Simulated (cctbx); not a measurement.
# Resonant diffraction in AgRuS2

Space group P6_3/mmc (no. 194), a = 3.6330 Å, b = 3.6330 Å, c = 15.1430 Å, α = 90.00°, β = 90.00°, γ = 120.00°.

| atom | mult. | x | y | z | Ueq (Å²) |
| --- | --- | --- | --- | --- | --- |
| Ag1 | 2 | 1/3 | 2/3 | 1/4 | 0.0082 |
| Ru1 | 2 | 0 | 0 | 0 | 0.0086 |
| S1 | 4 | 1/3 | 2/3 | 0.0799 | 0.0140 |

The model was made for the exercise: a known structure type with other elements put in, its volume estimated, not relaxed; displacement parameters are assumed.

Calculated with cctbx: free-atom f′ and f″ from the Sasaki tables, no fine structure; amplitudes in electrons.

```
E (eV)  F 0 0 2  F 2 0 1  F 2 0 3  F 2 0 0
 24914     30.6     58.8     17.9     10.9
 25264     32.4     57.5     16.7     11.7
 25394     33.8     56.4     15.6     12.3
 25454     35.1     55.3     14.5     12.9
 25484     36.4     54.3     13.5     13.5
 25499     37.7     53.3     12.5     14.0
 25506     38.7     52.4     11.6     14.5
 25510     39.8     51.5     10.7     15.0
 25518     42.1     49.8     10.4     15.5
 25522     39.2     52.1     12.3     14.2
 25529     37.8     53.3     13.4     13.6
 25544     36.3     54.5     14.5     12.9
 25574     34.9     55.6     15.5     12.2
 25664     33.1     57.1     16.9     11.4
 25914     31.2     58.7     18.4     10.6
```

**Question.** Which edge is crossed, and why do the reflections move as they do?

The K edge of Ag. The edge is at 25514 eV. f′ of Ag falls from -4.8 e at 25394 eV to -7.8 e at 4 eV below it, and f″ steps from 0.55 to 3.62 e across it. Over that approach |F| changes by +18 % (0 0 2), -9 % (2 0 1), -31 % (2 0 3) and +22 % (2 0 0): a reflection falls where Ag scatters in phase with the total and rises where it scatters against it; it hardly moves where the Ag term is small or cancels by symmetry. Above the edge the larger f″ enters the imaginary part, where it can add to or cancel the other atoms' f″. The structure is centrosymmetric, so Friedel mates stay equal.

[Logs are printed without paths, hosts, clocks, repeated set-up lines and the standing remarks that a program may print on its own settings, such as how far it seeks lower states.]
